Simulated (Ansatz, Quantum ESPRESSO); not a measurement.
# Al3Os (Pm-3m): zone-centre phonons, part 2 of 3

Aim: the zone-centre modes of Al3Os (Pm-3m).

Quantum ESPRESSO 7.5; DFT PBE, scalar-relativistic, plane waves, SPMS norm-conserving pseudopotentials.

So far. Step 2 (A probe with smearing): No gap opens on this mesh, so smearing is kept; the start stands at -7.8 GPa. Step 4 (Self-consistent run for the response): The cell stands at -0.001 GPa, close enough for phonons. The relaxed cell has a = 3.870 Å (conventional setting).

The structure was built from a prototype and need not be the compound's stable phase.

## Step 5: Linear response at Γ

At q = 0 one unit cell holds all displacements; symmetry groups them into irreducible representations that are solved one by one. With smeared occupations no response to a homogeneous field can be asked.

Input file ph.in:

```
phonons
&INPUTPH
  prefix       = 'x'
  outdir       = './tmp'
  fildyn       = 'g.dyn'
  tr2_ph       = 1.0d-18
  alpha_mix(1) = 0.4
  nmix_ph      = 8
/
0.000000000000 0.000000000000 0.000000000000
```

Run with:

```
$ OMP_NUM_THREADS=1 mpirun -n 4 ph.x -nk 4 -in ph.in > ph.out
```

The program printed:

```text
[banners, grids, parts of the stress and lines that vanish by symmetry left out]
[banner, memory and clock lines left out]
Program PHONON v.7.5

     ./tmp/x.save/

     IMPORTANT: XC functional enforced from input :
     Exchange-correlation= PBE
                           (   1   4   3   4   0   0   0)
     Any further DFT definition will be discarded
     Please, verify this is what you really want

     G-vector sticks info

     Reading collected, re-writing distributed wavefunctions in ./tmp/

     Number and degeneracy of irreps per q-point
       N         xq(1)         xq(2)         xq(3)   N irreps
       1   0.000000000   0.000000000   0.000000000       4
        3   3   3   3

     Calculation of q =    0.0000000   0.0000000   0.0000000

     phonons

     bravais-lattice index     =            1
     lattice parameter (alat)  =       7.3127  a.u.
     unit-cell volume          =     391.0516 (a.u.)^3
     number of atoms/cell      =            4
     number of atomic types    =            2
     kinetic-energy cut-off    =      60.0000  Ry
     charge density cut-off    =     240.0000  Ry
     convergence threshold     =      1.0E-18
     beta                      =       0.4000
     number of iterations used =            8
     Exchange-correlation= PBE
                           (   1   4   3   4   0   0   0)

     celldm(1)=    7.31270  celldm(2)=    0.00000  celldm(3)=    0.00000
     celldm(4)=    0.00000  celldm(5)=    0.00000  celldm(6)=    0.00000

     crystal axes: (cart. coord. in units of alat)
               a(1) = (  1.0000  0.0000  0.0000 )
               a(2) = (  0.0000  1.0000  0.0000 )
               a(3) = (  0.0000  0.0000  1.0000 )

     reciprocal axes: (cart. coord. in units 2 pi/alat)
               b(1) = (  1.0000  0.0000  0.0000 )
               b(2) = (  0.0000  1.0000  0.0000 )
               b(3) = (  0.0000  0.0000  1.0000 )

     Atoms inside the unit cell:

     Cartesian axes

     site n.  atom      mass           positions (alat units)
        1  Os    190.2300   tau(    1) = (    0.00000    0.00000    0.00000  )
        2  Al     26.9815   tau(    2) = (    0.00000    0.50000    0.50000  )
        3  Al     26.9815   tau(    3) = (    0.50000    0.00000    0.50000  )
        4  Al     26.9815   tau(    4) = (    0.50000    0.50000    0.00000  )

     Computing dynamical matrix for
                    q = (   0.0000000   0.0000000   0.0000000 )

     49 Sym.Ops. (with q -> -q+G )

     G cutoff =  325.0929  (  24573 G-vectors)     FFT grid: ( 40, 40, 40)

     number of k points=    35  Marzari-Vanderbilt smearing, width (Ry)=  0.0200
                       cart. coord. in units 2pi/alat
        k(    1) = (   0.0000000   0.0000000   0.0000000), wk =   0.0039062
        k(    2) = (   0.0000000   0.0000000   0.1250000), wk =   0.0234375
        k(    3) = (   0.0000000   0.0000000   0.2500000), wk =   0.0234375
        [... further k-points left out ...]

     PseudoPot. # 1 for Os read from file:
     ./pseudo/Os.upf
     Pseudo is Norm-conserving + core correction, Zval = 16.0
     Using radial grid of 1338 points,  8 beta functions with:
                l(1) =   0
                l(2) =   0
                l(3) =   1
                l(4) =   1
                l(5) =   2
                l(6) =   2
                l(7) =   3
                l(8) =   3

     PseudoPot. # 2 for Al read from file:
     ./pseudo/Al.upf
     Pseudo is Norm-conserving + core correction, Zval =  3.0
     Using radial grid of 1872 points,  6 beta functions with:
                l(1) =   0
                l(2) =   0
                l(3) =   1
                l(4) =   1
                l(5) =   2
                l(6) =   2

     Mode symmetry, O_h (m-3m)  point group:

     Atomic displacements:
     There are    4 irreducible representations

     Representation     1      3 modes -  To be done

     Representation     2      3 modes -  To be done

     Representation     3      3 modes -  To be done

     Representation     4      3 modes -  To be done

     Alpha used in Ewald sum =   2.3000

     Representation #   1 modes #   1   2   3

     Self-consistent Calculation
      iter #   1   av.it.:   6.5
      thresh= 1.000E-02 alpha_mix =  0.400 |ddv_scf|^2 =  7.432E-08
      iter #   2   av.it.:  14.8
      thresh= 2.726E-05 alpha_mix =  0.400 |ddv_scf|^2 =  6.270E-10
      iter #   3   av.it.:  15.0
      thresh= 2.504E-06 alpha_mix =  0.400 |ddv_scf|^2 =  1.356E-10
      iter #   4   av.it.:  15.3
      thresh= 1.164E-06 alpha_mix =  0.400 |ddv_scf|^2 =  8.140E-12
      iter #   5   av.it.:  15.4
      thresh= 2.853E-07 alpha_mix =  0.400 |ddv_scf|^2 =  4.512E-14
      iter #   6   av.it.:  15.6
      thresh= 2.124E-08 alpha_mix =  0.400 |ddv_scf|^2 =  4.442E-15
      iter #   7   av.it.:  15.7
      thresh= 6.665E-09 alpha_mix =  0.400 |ddv_scf|^2 =  7.678E-17
      iter #   8   av.it.:  16.1
      thresh= 8.763E-10 alpha_mix =  0.400 |ddv_scf|^2 =  5.184E-19

     End of self-consistent calculation

     Convergence has been achieved

     Representation #   2 modes #   4   5   6

     Self-consistent Calculation
      iter #   1   av.it.:   5.2
      thresh= 1.000E-02 alpha_mix =  0.400 |ddv_scf|^2 =  1.287E-08
      iter #   2   av.it.:  14.6
      thresh= 1.134E-05 alpha_mix =  0.400 |ddv_scf|^2 =  4.337E-10
      iter #   3   av.it.:  14.5
      thresh= 2.082E-06 alpha_mix =  0.400 |ddv_scf|^2 =  1.177E-10
      iter #   4   av.it.:  15.0
      thresh= 1.085E-06 alpha_mix =  0.400 |ddv_scf|^2 =  7.071E-12
      iter #   5   av.it.:  14.8
      thresh= 2.659E-07 alpha_mix =  0.400 |ddv_scf|^2 =  5.092E-14
      iter #   6   av.it.:  15.6
      thresh= 2.257E-08 alpha_mix =  0.400 |ddv_scf|^2 =  2.040E-15
[...]
End of self-consistent calculation

     Convergence has been achieved

     Representation #   3 modes #   7   8   9

     Self-consistent Calculation
[...]
End of self-consistent calculation

     Convergence has been achieved

     Representation #   4 modes #  10  11  12

     Self-consistent Calculation
[...]
iter #   2   av.it.:  15.1
      thresh= 3.154E-06 alpha_mix =  0.400 |ddv_scf|^2 =  3.135E-10
      iter #   3   av.it.:  15.4
      thresh= 1.771E-06 alpha_mix =  0.400 |ddv_scf|^2 =  1.036E-11
      iter #   4   av.it.:  16.1
      thresh= 3.219E-07 alpha_mix =  0.400 |ddv_scf|^2 =  1.018E-12
      iter #   5   av.it.:  15.8
      thresh= 1.009E-07 alpha_mix =  0.400 |ddv_scf|^2 =  1.200E-14
      iter #   6   av.it.:  15.6
      thresh= 1.096E-08 alpha_mix =  0.400 |ddv_scf|^2 =  4.245E-16
      iter #   7   av.it.:  16.0
      thresh= 2.060E-09 alpha_mix =  0.400 |ddv_scf|^2 =  7.632E-18
      iter #   8   av.it.:  15.9
      thresh= 2.763E-10 alpha_mix =  0.400 |ddv_scf|^2 =  3.894E-20

     End of self-consistent calculation

     Convergence has been achieved

     Number of q in the star =    1
     List of q in the star:
          1   0.000000000   0.000000000   0.000000000

     Diagonalizing the dynamical matrix

     q = (    0.000000000   0.000000000   0.000000000 )

 **************************************************************************
     freq (    1) =       0.033132 [THz] =       1.105149 [cm-1]
     freq (    2) =       0.033132 [THz] =       1.105149 [cm-1]
     freq (    3) =       0.033132 [THz] =       1.105149 [cm-1]
     freq (    4) =       4.349232 [THz] =     145.074774 [cm-1]
     freq (    5) =       4.349232 [THz] =     145.074774 [cm-1]
     freq (    6) =       4.349232 [THz] =     145.074774 [cm-1]
     freq (    7) =       7.155892 [THz] =     238.694853 [cm-1]
     freq (    8) =       7.155892 [THz] =     238.694853 [cm-1]
     freq (    9) =       7.155892 [THz] =     238.694853 [cm-1]
     freq (   10) =      10.999338 [THz] =     366.898436 [cm-1]
     freq (   11) =      10.999338 [THz] =     366.898436 [cm-1]
     freq (   12) =      10.999338 [THz] =     366.898436 [cm-1]
 **************************************************************************

     Mode symmetry, O_h (m-3m)  point group:

     freq (   1-   3) =          1.1  [cm-1]   --> T_1u G_15  G_4- I
     freq (   4-   6) =        145.1  [cm-1]   --> T_1u G_15  G_4- I
     freq (   7-   9) =        238.7  [cm-1]   --> T_2u G_25  G_5-
     freq (  10-  12) =        366.9  [cm-1]   --> T_1u G_15  G_4- I
```

The job ended after 4.1 min (4 MPI ranks of Arm Neoverse V2, shared host).

This step gave:

- largest acoustic frequency at the zone centre before the sum rule: 1.11 cm⁻¹
- highest optical zone-centre mode (no LO-TO term): 366.9 cm⁻¹
- lowest optical zone-centre mode: 145.1 cm⁻¹

The acoustic modes at Γ come out as far as 1.1 cm⁻¹ from zero, where they should vanish, a small numerical error.

## Step 6: Modes with the sum rule

A rigid shift of the crystal must cost nothing, but grids and finite bases break this; the acoustic sum rule is imposed before the matrix is diagonalised again.

Input file dynmat.in:

```
&INPUT
  fildyn = 'g.dyn'
  asr    = 'simple'
  fileig = 'dynmat.eig'
/
```

Run with:

```
$ dynmat.x -in dynmat.in > dynmat.out
```

The program printed:

```text
[banner, memory and clock lines left out]
Program DYNMAT v.7.5

     Reading Dynamical Matrix from file g.dyn
     ...Force constants read
     ...epsilon and Z* not read (not found on file)
     A direction for q was not specified:TO-LO splitting will be absent

     Polarizability (A^3 units)
     multiply by 1.000000 for Clausius-Mossotti correction
         0.000000    0.000000    0.000000
         0.000000    0.000000    0.000000
         0.000000    0.000000    0.000000

     IR activities are in (D/A)^2/amu units

# mode   [cm-1]    [THz]      IR
    1      0.00    0.0000    0.0000
    2      0.00    0.0000    0.0000
    3      0.00    0.0000    0.0000
    4    145.07    4.3491    0.0000
    5    145.07    4.3491    0.0000
    6    145.07    4.3491    0.0000
    7    238.69    7.1558    0.0000
    8    238.69    7.1558    0.0000
    9    238.69    7.1558    0.0000
   10    366.90   10.9993    0.0000
   11    366.90   10.9993    0.0000
   12    366.90   10.9993    0.0000

[end of the log left out, with the tail of the file of modes that dynmat.x writes under the same name]
```

Elapsed: 0.47 s, on 1 thread.

Unit eigenvectors of the mass-weighted matrix after the sum rule; no LO-TO term. Modes at Γ, with each element's share of the kinetic energy:

```tsv
mode	frequency (cm⁻¹)	symmetry	Os %	Al %
1	0.0	acoustic	70	30
2	0.0	acoustic	70	30
3	0.0	acoustic	70	30
4	145.1	T1u	30	70
5	145.1	T1u	30	70
6	145.1	T1u	30	70
7	238.7	T2u	0	100
8	238.7	T2u	0	100
9	238.7	T2u	0	100
10	366.9	T1u	0	100
11	366.9	T1u	0	100
12	366.9	T1u	0	100
```

Displacements in mode 5 (145.1 cm⁻¹), the largest set to 1:
```
Os1  0.38 -0.01  0.00
Al2 -1.00  0.02 -0.01
Al3 -0.86  0.02 -0.01
Al4 -0.86  0.02 -0.01
```

Displacements in mode 12 (366.9 cm⁻¹), the largest set to 1:
```
Os1  0.00  0.00  0.02
Al2  0.00  0.00 -0.56
Al3  0.00  0.00 -0.56
Al4  0.00  0.00  1.00
```

The rule moves no optical mode by more than 0.1 cm⁻¹.

## Step 7: Sum rules set otherwise: a sum rule for molecules or wires on a crystal

This rule also removes rotations, which suits wires and not a crystal; it is tried to see the harm.

Input file dynmat.in:

```
&INPUT
  fildyn = 'g.dyn'
  asr    = 'one-dim'
  fileig = 'dynmat.eig'
/
```

Run with:

```
$ dynmat.x -in dynmat.in > dynmat.out
```

The program printed:

```text
[banner, memory and clock lines left out]
Program DYNMAT v.7.5

     Reading Dynamical Matrix from file g.dyn
     ...Force constants read
     ...epsilon and Z* not read (not found on file)
asr rotation axis in 1D system=    3
     Acoustic Sum Rule: || Z*(ASR) - Z*(orig)|| =    0.000000E+00
     Acoustic Sum Rule: ||dyn(ASR) - dyn(orig)||=    1.495922E-01
     A direction for q was not specified:TO-LO splitting will be absent

     Polarizability (A^3 units)
     multiply by 1.000000 for Clausius-Mossotti correction
         0.000000    0.000000    0.000000
         0.000000    0.000000    0.000000
         0.000000    0.000000    0.000000

     IR activities are in (D/A)^2/amu units

# mode   [cm-1]    [THz]      IR
    1     -0.00   -0.0000    0.0000
    2     -0.00   -0.0000    0.0000
    3     -0.00   -0.0000    0.0000
    4      0.00    0.0000    0.0000
    5    145.08    4.3494    0.0000
    6    145.08    4.3494    0.0000
    7    187.54    5.6222    0.0000
    8    238.69    7.1559    0.0000
    9    238.69    7.1559    0.0000
   10    346.93   10.4007    0.0000
   11    366.90   10.9993    0.0000
   12    366.90   10.9993    0.0000

[end of the log left out, with the tail of the file of modes that dynmat.x writes under the same name]
```

Elapsed: 0.47 s, on 1 thread.

The run ended normally, but on settings that are not sound.

The fault: a sum rule for molecules or wires on a crystal; 1 optical mode is projected out to zero frequency, as if it were a rotation.

For a crystal the rule has to be 'simple' or 'crystal'.

Zone-centre frequencies as printed; negative means imaginary. Modes:

```tsv
mode	frequency (cm⁻¹)
1	0
2	0
3	0
4	0
5	145.1
6	145.1
7	187.5
8	238.7
9	238.7
10	346.9
11	366.9
12	366.9
```

## Step 8: Sum rules set otherwise (asr crystal)

The rule can be imposed in more than one way; the choices should agree where the raw error is small.

Input file dynmat.in:

```
&INPUT
  fildyn = 'g.dyn'
  asr    = 'crystal'
  fileig = 'dynmat.eig'
/
```

Run with:

```
$ dynmat.x -in dynmat.in > dynmat.out
```

The program printed:

```text
[banner, memory and clock lines left out]
Program DYNMAT v.7.5

     Reading Dynamical Matrix from file g.dyn
     ...Force constants read
     ...epsilon and Z* not read (not found on file)
     Acoustic Sum Rule: || Z*(ASR) - Z*(orig)|| =    0.000000E+00
     Acoustic Sum Rule: ||dyn(ASR) - dyn(orig)||=    2.111505E-05
     A direction for q was not specified:TO-LO splitting will be absent

     Polarizability (A^3 units)
     multiply by 1.000000 for Clausius-Mossotti correction
         0.000000    0.000000    0.000000
         0.000000    0.000000    0.000000
         0.000000    0.000000    0.000000

     IR activities are in (D/A)^2/amu units

# mode   [cm-1]    [THz]      IR
    1     -0.00   -0.0000    0.0000
    2     -0.00   -0.0000    0.0000
    3      0.00    0.0000    0.0000
    4    145.08    4.3494    0.0000
    5    145.08    4.3494    0.0000
    6    145.08    4.3494    0.0000
    7    238.69    7.1559    0.0000
    8    238.69    7.1559    0.0000
    9    238.69    7.1559    0.0000
   10    366.90   10.9993    0.0000
   11    366.90   10.9993    0.0000
   12    366.90   10.9993    0.0000

   )
[end of the log left out, with the tail of the file of modes that dynmat.x writes under the same name]
```

Wall time 0.47 s (1 thread).

Zone-centre frequencies as printed; negative means imaginary. Modes:

```tsv
mode	frequency (cm⁻¹)
1	0
2	0
3	0
4	145.1
5	145.1
6	145.1
7	238.7
8	238.7
9	238.7
10	366.9
11	366.9
12	366.9
```

Against the first rule no mode moves by more than 0.1 cm⁻¹.

(Part 2 of 3 ends here.)

[Host names and launcher messages were left out of these logs when they were recorded.]

[Logs are printed without paths, hosts, clocks, repeated set-up lines and the standing remarks that a program may print on its own settings, such as how far it seeks lower states.]

[Hosts, paths, dates, database ids (printed as entryN), source tags and the programs' standing remarks are cut or masked in the printed files.]
